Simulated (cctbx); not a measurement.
**Resonant diffraction in Ba3Fe2P4**

Space group Pnna (no. 52), a = 6.3920 Å, b = 10.6840 Å, c = 10.5930 Å, α = 90.00°, β = 90.00°, γ = 90.00°.

```
atom  mult.       x       y       z  Ueq (Å²)
 Ba1      4     1/4       0  0.9054    0.0153
 Ba2      8  0.1218  0.3431  0.9208    0.0177
 Fe1      4  0.1474     1/4     1/4    0.0203
 Fe2      4     1/4       0  0.2356    0.0179
  P1      8  0.0306  0.0882  0.3246    0.0201
  P2      8  0.3473  0.1440  0.1304    0.0173
```

The model is made up (kin elements in a known structure type, no relaxation), so it says nothing on whether the phase exists.

Calculated with cctbx: free-atom f′ and f″ from the Sasaki tables, no fine structure; amplitudes in electrons.

```csv
E (eV),F 1 0 3,F 1 0 1,F 1 2 1,F 2 0 0
6512,487.4,50.1,45.9,201.4
6862,490.4,45.7,47.5,200.9
6992,487.8,45.4,48.4,198.3
7052,483.7,46.5,49.0,195.0
7082,479.7,48.1,49.6,191.9
7097,475.0,50.6,50.2,188.5
7104,470.8,53.1,50.7,185.3
7108,466.2,56.2,51.2,181.9
7116,470.0,42.0,50.8,185.0
7120,475.6,36.7,50.2,189.0
7127,480.5,32.4,49.7,192.6
7142,486.0,27.9,49.1,196.4
7172,491.4,24.2,48.5,200.2
7262,499.6,20.2,47.9,205.7
7512,509.2,17.7,47.4,211.9
```

**Question.** Which edge is crossed, and why do the reflections move as they do?

The K edge of Fe. The edge is at 7112 eV. f′ of Fe falls from -3.8 e at 6992 eV to -7.3 e at 4 eV below it, and f″ steps from 0.47 to 3.94 e across it. Over that approach |F| changes by -4 % (1 0 3), +24 % (1 0 1), +6 % (1 2 1) and -8 % (2 0 0): a reflection falls where Fe scatters in phase with the total and rises where it scatters against it; it hardly moves where the Fe term is small or cancels by symmetry. Above the edge the larger f″ enters the imaginary part, where it can add to or cancel the other atoms' f″. The structure is centrosymmetric, so Friedel mates stay equal.

[Logs are printed without paths, hosts, clocks, repeated set-up lines and the standing remarks that a program may print on its own settings, such as how far it seeks lower states.]
